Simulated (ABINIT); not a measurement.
# Quasiparticle gap of CaO (Fm-3m) in ABINIT, part 2 of 3

How does a plane-wave GW calculation on CaO (Fm-3m) run from the first input to the gap?

ABINIT 10.8.3; PBE and many-body steps on it, plane waves. Known limits of the many-body steps: not at the basis limit; coarse k mesh.

So far. Step 2 (Ground state): The gap is indirect, with the least direct gap 0.37 eV higher.

**3. Bands along the symmetry lines**

Level of this step: DFT, PBE, plane waves, norm-conserving pseudopotentials (ABINIT).

The cheap functional maps the bands first; the places of the edges decide which points the dearer methods must see.

Input file run.abi:

```
acell 3*1.0 Angstrom
rprim 
  -0.000000000000 2.403555696000 2.403555696000
  2.403555696000 -0.000000000000 2.403555696000
  2.403555696000 2.403555696000 -0.000000000000
ntypat 2
znucl 20 8
natom 2
typat 1 2
xred 
  0.000000000000 0.000000000000 0.000000000000
  0.500000000000 0.500000000000 0.500000000000
pp_dirpath "pseudos"
pseudos "Ca.upf, O.upf"
ecut 36
iscf -2
irdden 1
kptopt 0
nkpt 50
kpt 
  0.00000000 0.00000000 0.00000000
  0.06250000 0.00000000 0.06250000
  0.12500000 0.00000000 0.12500000
  0.18750000 0.00000000 0.18750000
  0.25000000 0.00000000 0.25000000
  0.31250000 0.00000000 0.31250000
  0.37500000 0.00000000 0.37500000
  0.43750000 0.00000000 0.43750000
  0.50000000 0.00000000 0.50000000
  0.51562500 0.03125000 0.51562500
  0.53125000 0.06250000 0.53125000
  0.54687500 0.09375000 0.54687500
  0.56250000 0.12500000 0.56250000
  0.57812500 0.15625000 0.57812500
  0.59375000 0.18750000 0.59375000
  0.60937500 0.21875000 0.60937500
  0.62500000 0.25000000 0.62500000
  0.37500000 0.37500000 0.75000000
  0.32812500 0.32812500 0.65625000
  0.28125000 0.28125000 0.56250000
  0.23437500 0.23437500 0.46875000
  0.18750000 0.18750000 0.37500000
  0.14062500 0.14062500 0.28125000
  0.09375000 0.09375000 0.18750000
  0.04687500 0.04687500 0.09375000
  0.00000000 0.00000000 0.00000000
  0.06250000 0.06250000 0.06250000
  0.12500000 0.12500000 0.12500000
  0.18750000 0.18750000 0.18750000
  0.25000000 0.25000000 0.25000000
  0.31250000 0.31250000 0.31250000
  0.37500000 0.37500000 0.37500000
  0.43750000 0.43750000 0.43750000
  0.50000000 0.50000000 0.50000000
  0.50000000 0.46875000 0.53125000
  0.50000000 0.43750000 0.56250000
  0.50000000 0.40625000 0.59375000
  0.50000000 0.37500000 0.62500000
  0.50000000 0.34375000 0.65625000
  0.50000000 0.31250000 0.68750000
  0.50000000 0.28125000 0.71875000
  0.50000000 0.25000000 0.75000000
  0.50000000 0.21875000 0.71875000
  0.50000000 0.18750000 0.68750000
  0.50000000 0.15625000 0.65625000
  0.50000000 0.12500000 0.62500000
  0.50000000 0.09375000 0.59375000
  0.50000000 0.06250000 0.56250000
  0.50000000 0.03125000 0.53125000
  0.50000000 0.00000000 0.50000000
istwfk *1
nband 15
nbdbuf 2
tolwfr 1e-08
nstep 40
prtwf 0
prtvol 0
indata_prefix "in"
outdata_prefix "out"
tmpdata_prefix "tmp"
```

Started as:

```
$ OMP_NUM_THREADS=1 mpirun -n 4 abinit run.abi > log
```

Numbers of over 12 decimals in the logs are rounded to 6 here.

Output:

```text
.Version 10.8.3 of ABINIT. v10.8.2 released Aug 2026.

 Symmetries : space group Fm -3 m (#225); Bravais cF (face-center cubic)
[... echo of the input left out ...]
== DATASET  1 ==================================================================
-   mpi_nproc: 4, omp_nthreads: 1 (-1 if OMP is not activated)

--- !DatasetInfo
iteration_state: {dtset: 1, }
dimensions: {natom: 2, nkpt: 50, mband: 15, nsppol: 1, nspinor: 1, nspden: 1, mpw: 1964, }
cutoff_energies: {ecut:  36.0, pawecutdg:  -1.0, }
electrons: {nelect:   1.60000000E+01, charge:   0.00000000E+00, occopt:   1.00000000E+00, tsmear:   1.00000000E-02, }

 Real(R)+Recip(G) space primitive vectors, cartesian coordinates (Bohr,Bohr^-1):
 R(1)=  0.0000000  4.5420620  4.5420620  G(1)= -0.1100822  0.1100822  0.1100822
 R(2)=  4.5420620  0.0000000  4.5420620  G(2)=  0.1100822 -0.1100822  0.1100822
 R(3)=  4.5420620  4.5420620  0.0000000  G(3)=  0.1100822  0.1100822 -0.1100822
 Unit cell volume ucvol=  1.8740845E+02 bohr^3
 Angles (23,13,12)=  6.00000000E+01  6.00000000E+01  6.00000000E+01 degrees

 getcut: wavevector=  0.0000  0.0000  0.0000  ngfft=  36  36  36
         ecut(hartree)=     36.000   => boxcut(ratio)=   2.07500

--- Pseudopotential description ------------------------------------------------
- Ca Generated using ONCVPSP code by D. R. Hamann
- 20.00000  10.00000  171031                  znucl, zion, pspdat
12 -101130 2 -1 1766                          pspcod,pspxc,lmax,lloc,mmax
     nproj     2     2     2
  pspatm : epsatm=   12.33471919
         --- l  ekb(1:nproj) -->
             0   10.063789    0.972391
             1    3.049878    0.471799
             2   -3.406671   -1.078890
 pspatm: atomic psp has been read  and splines computed

- O Generated using ONCVPSP code by D. R. Hamann
-  8.00000   6.00000  171031                  znucl, zion, pspdat
12 -101130 2 -1 936                           pspcod,pspxc,lmax,lloc,mmax
     nproj     2     2     1
  pspatm : epsatm=    6.19545534
         --- l  ekb(1:nproj) -->
[...]
2   -1.331955
 pspatm: atomic psp has been read  and splines computed

--------------------------------------------------------------------------------

================================================================================
 prteigrs : about to open file out_EIG
 Non-SCF case, kpt    1 (  0.00000  0.00000  0.00000), residuals and eigenvalues=
  1.59E-09  1.57E-09  5.35E-09  5.32E-09  1.79E-09  2.48E-09  3.73E-09  5.30E-09
  1.18E-09  3.89E-09  7.55E-09  5.01E-09  5.93E-09  7.63E-09  7.58E-09
 -1.1967E+00 -4.8954E-01 -4.8954E-01 -4.8954E-01 -3.8130E-01  1.8724E-01
  1.8724E-01  1.8724E-01  3.6161E-01  4.1644E-01  4.1644E-01  4.1644E-01
[...]
Non-SCF case, kpt    2 (  0.06250  0.00000  0.06250), residuals and eigenvalues=
  1.49E-09  5.21E-09  1.70E-09  6.99E-09  2.52E-09  2.30E-09  1.38E-09  2.87E-09
[...]
1.70E-09  2.01E-09  6.07E-09  8.30E-09  3.92E-09  8.56E-09  8.49E-09  8.42E-09
  4.95E-09  8.60E-09  9.21E-09  4.11E-09  9.13E-09  7.48E-09  1.38E-08
[...]
Non-SCF case, kpt   49 (  0.50000  0.03125  0.53125), residuals and eigenvalues=
[...]
Non-SCF case, kpt   50 (  0.50000  0.00000  0.50000), residuals and eigenvalues=
[...]
-1.1918E+00 -5.1143E-01 -4.9783E-01 -4.9783E-01 -3.7264E-01  1.3955E-01
  1.7351E-01  1.7351E-01  3.2181E-01  4.8307E-01  5.1393E-01  5.3715E-01
[...]
--- !ResultsGS
iteration_state: {dtset: 1, }
comment   : Summary of ground state results
lattice_vectors:
- [ -0.0000000,   4.5420620,   4.5420620, ]
- [  4.5420620,  -0.0000000,   4.5420620, ]
- [  4.5420620,   4.5420620,  -0.0000000, ]
lattice_lengths: [   6.42345,    6.42345,    6.42345, ]
lattice_angles: [ 60.000,  60.000,  60.000, ] # degrees, (23, 13, 12)
lattice_volume:   1.8740845E+02
convergence: {deltae:  0.000E+00, res2:  0.000E+00, residm:  9.864E-09, diffor:  0.000E+00, }
etotal    :  -5.53868824E+01
entropy   :   0.00000000E+00
fermie    :   1.87243462E-01
cartesian_stress_tensor: null
pressure_GPa: null
xred      :
- [  0.0000E+00,   0.0000E+00,   0.0000E+00, Ca]
- [  5.0000E-01,   5.0000E-01,   5.0000E-01,  O]
cartesian_forces: null
force_length_stats: {min: null, max: null, mean: null, }

 Integrated electronic density in atomic spheres:
 ------------------------------------------------
 Atom  Sphere_radius  Integrated_density
[...]
================================================================================

 ----iterations are completed or convergence reached----

 Mean square residual over all n,k,spin=   48.487E-10; max=  98.636E-10
 reduced coordinates (array xred) for    2 atoms
       0.000000000000      0.000000000000      0.000000000000
       0.500000000000      0.500000000000      0.500000000000

 cartesian coordinates (angstrom) at end:
    1      0.000000     0.000000     0.000000
    2      2.403556     2.403556     2.403556
 length scales=  1.889726125908  1.889726125908  1.889726125908 bohr
              =  1.000000000000  1.000000000000  1.000000000000 angstroms
 prteigrs : about to open file out_EIG
 Eigenvalues (hartree) for nkpt=  50  k points:
 kpt#   1, nband= 15, wtk=  1.00000, kpt=  0.0000  0.0000  0.0000 (reduced coord)
[...]
kpt#   2, nband= 15, wtk=  1.00000, kpt=  0.0625  0.0000  0.0625 (reduced coord)
[...]
kpt#   3, nband= 15, wtk=  1.00000, kpt=  0.1250  0.0000  0.1250 (reduced coord)
[...]
kpt#  49, nband= 15, wtk=  1.00000, kpt=  0.5000  0.0313  0.5313 (reduced coord)
  -1.19183   -0.51130   -0.49812   -0.49796   -0.37209    0.13964    0.17214    0.17269
   0.32392    0.48401    0.51516    0.53300    0.53716    0.60467    0.68239
 kpt#  50, nband= 15, wtk=  1.00000, kpt=  0.5000  0.0000  0.5000 (reduced coord)
  -1.19183   -0.51143   -0.49783   -0.49783   -0.37264    0.13955    0.17351    0.17351
   0.32181    0.48307    0.51393    0.53715    0.53715    0.60083    0.68220

== END DATASET(S) ==============================================================
================================================================================

 -outvars: echo values of variables after computation  --------
            nband          15
             nkpt          50
          spgroup         225
 [... the other variables as echoed above ...]

 Calculation completed.
```

Run time: 7.8 s. Hardware: 4 MPI ranks of Arm Neoverse V1, shared host; peak memory 0.27 GiB; 31 s of CPU time.

This step gave:

| Item | Value |
| --- | --- |
| gap | 3.662 eV |
| k of the valence top | 0, 0, 0 |
| k of the conduction bottom | 0.5, 0, 0.5 |
| least direct gap | 4.035 eV |

The gap is 3.662 eV, as in the run before at this level.

Electronic bands along the path, in eV, zero at the top of the highest filled band; v1 is the highest filled band, c1 the lowest empty one:

```tsv
point	v4	v3	v2	v1	c1	c2	c3	c4
Γ	-15.47	0.00	0.00	0.00	4.74	6.24	6.24	6.24
halfway	-14.95	-1.67	-0.30	-0.30	4.72	6.63	8.06	8.06
X	-15.24	-1.30	-0.37	-0.37	3.66	8.05	8.89	9.52
halfway	-15.12	-1.28	-0.69	-0.50	4.09	8.24	8.93	9.14
U	-14.87	-1.33	-1.20	-0.78	5.15	7.99	8.56	9.04
jump to K	-14.87	-1.33	-1.20	-0.78	5.15	7.99	8.56	9.04
halfway	-14.71	-1.80	-0.92	-0.55	6.11	7.05	7.21	8.04
Γ	-15.47	0.00	0.00	0.00	4.74	6.24	6.24	6.24
halfway	-14.81	-1.52	-0.65	-0.65	6.26	6.87	7.19	7.19
L	-14.30	-2.62	-1.19	-1.19	7.05	8.35	8.35	8.52
halfway	-14.57	-2.03	-1.12	-1.04	6.75	6.83	8.75	8.94
W	-14.86	-1.27	-1.05	-1.05	6.32	6.32	8.39	9.53
halfway	-15.04	-1.25	-0.84	-0.66	4.49	8.28	8.30	9.41
X	-15.24	-1.30	-0.37	-0.37	3.66	8.05	8.89	9.52
```

The electronic bands as a text plot (rows in eV, shown from -8.0 to 7.7 only):

```
    7.4 |+   +  +++        +  +++++   ++    +++     ++      +
    6.8 |  ++ ++            ++  +++++    ++++++++++++++++  +
    6.1 |++  +             +  +++++++++++++++            +++
    5.4 |  +++            +        ++    ++                 +
    4.8 |++   ++         +           ++++                    +
    4.1 |       +++    ++                                     ++
    3.5 |          ++++                                         +
    2.8 |
    2.2 |
    1.5 |
    0.9 |
    0.2 |****                        ****
   -0.5 | *  **************   ********  *****                ****
   -1.1 |  ***     ****************        * ********************
   -1.8 |     *****        ******           ***       ***
   -2.4 |                                      *******
   -3.1 |
   -3.7 |
   -4.4 |
   -5.0 |
   -5.7 |
   -6.4 |
   -7.0 |
   -7.7 |
         Γ           X  U|K            Γ         L        W     X
```

**4. Empty states on the mesh, 4×4×4 mesh, 45 bands**

The sums over transitions need many empty states on a uniform mesh; this step solves for them.

Input file run.abi:

```
acell 3*1.0 Angstrom
rprim 
  -0.000000000000 2.403555696000 2.403555696000
  2.403555696000 -0.000000000000 2.403555696000
  2.403555696000 2.403555696000 -0.000000000000
ntypat 2
znucl 20 8
natom 2
typat 1 2
xred 
  0.000000000000 0.000000000000 0.000000000000
  0.500000000000 0.500000000000 0.500000000000
pp_dirpath "pseudos"
pseudos "Ca.upf, O.upf"
ecut 36
ngkpt 4 4 4
nshiftk 1
shiftk 0 0 0
kptopt 1
chksymbreak 0
iscf -2
irdden 1
istwfk *1
nband 45
nbdbuf 4
tolwfr 1e-09
nstep 60
prtvol 0
indata_prefix "in"
outdata_prefix "out"
tmpdata_prefix "tmp"
```

Output:

```text
.Version 10.8.3 of ABINIT. v10.8.2 released Aug 2026.

 Symmetries : space group Fm -3 m (#225); Bravais cF (face-center cubic)
[... echo of the input left out ...]
== DATASET  1 ==================================================================
-   mpi_nproc: 4, omp_nthreads: 1 (-1 if OMP is not activated)

--- !DatasetInfo
iteration_state: {dtset: 1, }
dimensions: {natom: 2, nkpt: 8, mband: 45, nsppol: 1, nspinor: 1, nspden: 1, mpw: 1964, }
cutoff_energies: {ecut:  36.0, pawecutdg:  -1.0, }
electrons: {nelect:   1.60000000E+01, charge:   0.00000000E+00, occopt:   1.00000000E+00, tsmear:   1.00000000E-02, }

 Real(R)+Recip(G) space primitive vectors, cartesian coordinates (Bohr,Bohr^-1):
 R(1)=  0.0000000  4.5420620  4.5420620  G(1)= -0.1100822  0.1100822  0.1100822
 R(2)=  4.5420620  0.0000000  4.5420620  G(2)=  0.1100822 -0.1100822  0.1100822
 R(3)=  4.5420620  4.5420620  0.0000000  G(3)=  0.1100822  0.1100822 -0.1100822
 Unit cell volume ucvol=  1.8740845E+02 bohr^3
 Angles (23,13,12)=  6.00000000E+01  6.00000000E+01  6.00000000E+01 degrees

 getcut: wavevector=  0.0000  0.0000  0.0000  ngfft=  36  36  36
         ecut(hartree)=     36.000   => boxcut(ratio)=   2.07500

--- Pseudopotential description ------------------------------------------------
- Ca Generated using ONCVPSP code by D. R. Hamann
- 20.00000  10.00000  171031                  znucl, zion, pspdat
12 -101130 2 -1 1766                          pspcod,pspxc,lmax,lloc,mmax
     nproj     2     2     2
  pspatm : epsatm=   12.33471919
         --- l  ekb(1:nproj) -->
             0   10.063789    0.972391
             1    3.049878    0.471799
             2   -3.406671   -1.078890
 pspatm: atomic psp has been read  and splines computed

- O Generated using ONCVPSP code by D. R. Hamann
-  8.00000   6.00000  171031                  znucl, zion, pspdat
12 -101130 2 -1 936                           pspcod,pspxc,lmax,lloc,mmax
     nproj     2     2     1
  pspatm : epsatm=    6.19545534
         --- l  ekb(1:nproj) -->
[...]
2   -1.331955
 pspatm: atomic psp has been read  and splines computed

--------------------------------------------------------------------------------

================================================================================
 prteigrs : about to open file out_EIG
 Non-SCF case, kpt    1 (  0.00000  0.00000  0.00000), residuals and eigenvalues=
  8.48E-11  1.23E-10  3.76E-10  7.17E-10  5.60E-10  1.09E-10  2.27E-10  6.26E-10
  3.97E-10  6.91E-11  3.59E-10  2.67E-10  1.35E-10  1.72E-10  6.77E-10  1.24E-10
  1.85E-10  2.03E-10  1.29E-10  4.18E-10  2.20E-10  2.67E-10  8.16E-10  3.49E-10
[...]
6.63E-10  1.54E-09  2.15E-05  8.49E-10  9.18E-10
 -1.1967E+00 -4.8954E-01 -4.8954E-01 -4.8954E-01 -3.8130E-01  1.8724E-01
  1.8724E-01  1.8724E-01  3.6161E-01  4.1644E-01  4.1644E-01  4.1644E-01
  4.7145E-01  4.7145E-01  7.3921E-01  1.0111E+00  1.0111E+00  1.0111E+00
  1.1962E+00  1.1962E+00  1.1962E+00  1.2151E+00  1.2151E+00  1.2158E+00
  1.2158E+00  1.2158E+00  1.5372E+00  1.7045E+00  1.7045E+00  1.7045E+00
  1.8502E+00  1.8502E+00  1.9506E+00  1.9506E+00  1.9506E+00  2.0000E+00
  2.3055E+00  2.3055E+00  2.3055E+00  2.3311E+00  2.4173E+00  2.4173E+00
[...]
prteigrs : prtvol=0 or 1, do not print more k-points.

--- !ResultsGS
iteration_state: {dtset: 1, }
comment   : Summary of ground state results
lattice_vectors:
- [ -0.0000000,   4.5420620,   4.5420620, ]
- [  4.5420620,  -0.0000000,   4.5420620, ]
- [  4.5420620,   4.5420620,  -0.0000000, ]
lattice_lengths: [   6.42345,    6.42345,    6.42345, ]
lattice_angles: [ 60.000,  60.000,  60.000, ] # degrees, (23, 13, 12)
lattice_volume:   1.8740845E+02
convergence: {deltae:  0.000E+00, res2:  0.000E+00, residm:  9.904E-10, diffor:  0.000E+00, }
etotal    :  -5.53868824E+01
entropy   :   0.00000000E+00
fermie    :   1.87243462E-01
cartesian_stress_tensor: null
pressure_GPa: null
xred      :
- [  0.0000E+00,   0.0000E+00,   0.0000E+00, Ca]
- [  5.0000E-01,   5.0000E-01,   5.0000E-01,  O]
cartesian_forces: null
force_length_stats: {min: null, max: null, mean: null, }

 Integrated electronic density in atomic spheres:
 ------------------------------------------------
 Atom  Sphere_radius  Integrated_density
[...]
================================================================================

 ----iterations are completed or convergence reached----

 Mean square residual over all n,k,spin=   38.130E-11; max=  99.040E-11
 reduced coordinates (array xred) for    2 atoms
       0.000000000000      0.000000000000      0.000000000000
       0.500000000000      0.500000000000      0.500000000000

 cartesian coordinates (angstrom) at end:
    1      0.000000     0.000000     0.000000
    2      2.403556     2.403556     2.403556
 length scales=  1.889726125908  1.889726125908  1.889726125908 bohr
              =  1.000000000000  1.000000000000  1.000000000000 angstroms
 prteigrs : about to open file out_EIG
 Eigenvalues (hartree) for nkpt=   8  k points:
 kpt#   1, nband= 45, wtk=  0.01563, kpt=  0.0000  0.0000  0.0000 (reduced coord)
[...]
1.21584    1.21584    1.53721    1.70455    1.70455    1.70455    1.85025    1.85025
   1.95063    1.95063    1.95063    1.99996    2.30554    2.30554    2.30554    2.33112
   2.41726    2.41726    2.41747    2.42411    2.42411
 prteigrs : prtvol=0 or 1, do not print more k-points.

== END DATASET(S) ==============================================================
================================================================================

 -outvars: echo values of variables after computation  --------
            nband          45
             nkpt           8
          spgroup         225
 [... the other variables as echoed above ...]

 Calculation completed.
```

Wall time 5.9 s (4 MPI ranks); peak memory 0.26 GiB.

Numbers from this step:

| Quantity | Value |
| --- | --- |
| gap | 3.662 eV |
| k of the valence top | 0, 0, 0 |
| k of the conduction bottom | 0.5, 0.5, 0 |
| least direct gap | 4.035 eV |
| k points computed | 8 |
| lowest point of the top converged band, above the valence top | 54.2486 eV |

On this mesh the gap is 3.662 eV.

**5. Screening, 4×4×4 mesh, 41 bands, screening to 130.6 eV**

The RPA dielectric matrix is built and inverted for each q.

This step: RPA screening on PBE, plane waves, norm-conserving pseudopotentials.

Changes to run.abi since step 4:

```diff
@@ -20,10 +20,11 @@
 chksymbreak 0
-iscf -2
-irdden 1
 istwfk *1
-nband 45
-nbdbuf 4
-tolwfr 1e-09
-nstep 60
-prtvol 0
+occopt 1
+irdwfk 1
+optdriver 3
+nband 41
+ecuteps 4.8
+inclvkb 2
+awtr 1
+symchi 1
 indata_prefix "in"
```

Output:

```text
.Version 10.8.3 of ABINIT. v10.8.2 released Aug 2026.

 Symmetries : space group Fm -3 m (#225); Bravais cF (face-center cubic)
[... echo of the input left out ...]
== DATASET  1 ==================================================================
-   mpi_nproc: 4, omp_nthreads: 1 (-1 if OMP is not activated)

--- !DatasetInfo
iteration_state: {dtset: 1, }
dimensions: {natom: 2, nkpt: 8, mband: 41, nsppol: 1, nspinor: 1, nspden: 1, mpw: 1964, }
cutoff_energies: {ecut:  36.0, pawecutdg:  -1.0, }
electrons: {nelect:   1.60000000E+01, charge:   0.00000000E+00, occopt:   1.00000000E+00, tsmear:   1.00000000E-02, }

 SCREENING: Calculation of the susceptibility and dielectric matrices

 Based on a program developped by R.W. Godby, V. Olevano, G. Onida, and L. Reining.
 Incorporated in ABINIT by V. Olevano, G.-M. Rignanese, and M. Torrent.
.Using double precision arithmetic ; gwpc =  8

[... cell and pseudopotentials left out ...]
--------------------------------------------------------------------------------

 ==== K-mesh for the wavefunctions ====
 Number of points in the irreducible wedge :     8
[... list of points left out ...]
 Together with 48 symmetry operations and time-reversal symmetry
 yields    64 points in the full Brillouin Zone.

 ==== Q-mesh for the screening function ====
 Number of points in the irreducible wedge :     8
[... list of points left out ...]
 Together with 48 symmetry operations and time-reversal symmetry
 yields    64 points in the full Brillouin Zone.

 setmesh: FFT mesh size selected  =    24x   24x   24
          total number of points  =        13824

 vcoul_init : cutoff-mode = AUXILIARY_FUNCTION
 q-points for optical limit:   1
     1)      0.000010    0.000020    0.000030

- screening: taking advantage of time-reversal symmetry
- Maximum band index for partially occupied states nbvw = 8
- Remaining bands to be divided among processors   nbcw = 33
- Number of bands treated by each node ~8

 Number of electrons calculated from density =   16.0000; Expected =   16.0000
 average of density, n =  0.085375
 r_s =    1.4088
 omega_plasma =   28.1852 [eV]

 calculating chi0 at frequencies [eV] :
  1    0.000000E+00    0.000000E+00
  2    0.000000E+00    2.818519E+01

--------------------------------------------------------------------------------
  q-point number  1        q = ( 0.000000, 0.000000, 0.000000) [r.l.u.]
--------------------------------------------------------------------------------
[... chi0 elements left out ...]
 For q-point:  0.000010 0.000020 0.000030
  dielectric constant =   3.6650
  dielectric constant without local fields =   4.0157

  Average fulfillment of the sum rule on Im[epsilon] for q-point    1 :     47.75  [%]
[... wings left out ...]
  q-point number  2        q = ( 0.250000, 0.000000, 0.000000) [r.l.u.]
--------------------------------------------------------------------------------
[... chi0 elements left out ...]
  Average fulfillment of the sum rule on Im[epsilon] for q-point    2 :     66.02  [%]

 [... 6 further q-points ...]
```

Wall time 5.9 s (4 MPI ranks); peak memory 0.42 GiB; 23 s of CPU time.

Numbers from this step:

```yaml
eps_infinity_with_local_fields_on_this_mesh_along_the_program_s_q_direction: 3.665
the_same_without_local_fields: 4.016
plasma_frequency: 28.19 eV
plane_waves_in_the_screening_matrix: 113
```

Local fields lower ε∞ by 9 %. On a Γ-centred mesh this coarse the value itself is usually too large, while a short band sum pulls it down.

(Part 2 of 3 ends here.)

[Paths, hosts, dates, memory and timing lines, banners, echoed tables and standing remarks are left out of the program output.]

[Logs are printed without paths, hosts, clocks, repeated set-up lines and the standing remarks that a program may print on its own settings, such as how far it seeks lower states.]

[Runs of the session that timed out or met a known fault of the program may be left out.]

[Hosts, paths, dates, database ids (printed as entryN), source tags and the programs' standing remarks are cut or masked in the printed files.]

[G0W0 gaps are taken among the corrected bands and points alone; a level outside them can change the order at an edge.]

[Where Ansatz stands beside ABINIT at settings called matched, ABINIT's density can come from a denser mesh and the files from another edition; pairs whose starting gaps differed by over 0.03 eV were left out, so agreement reads better than it is.]
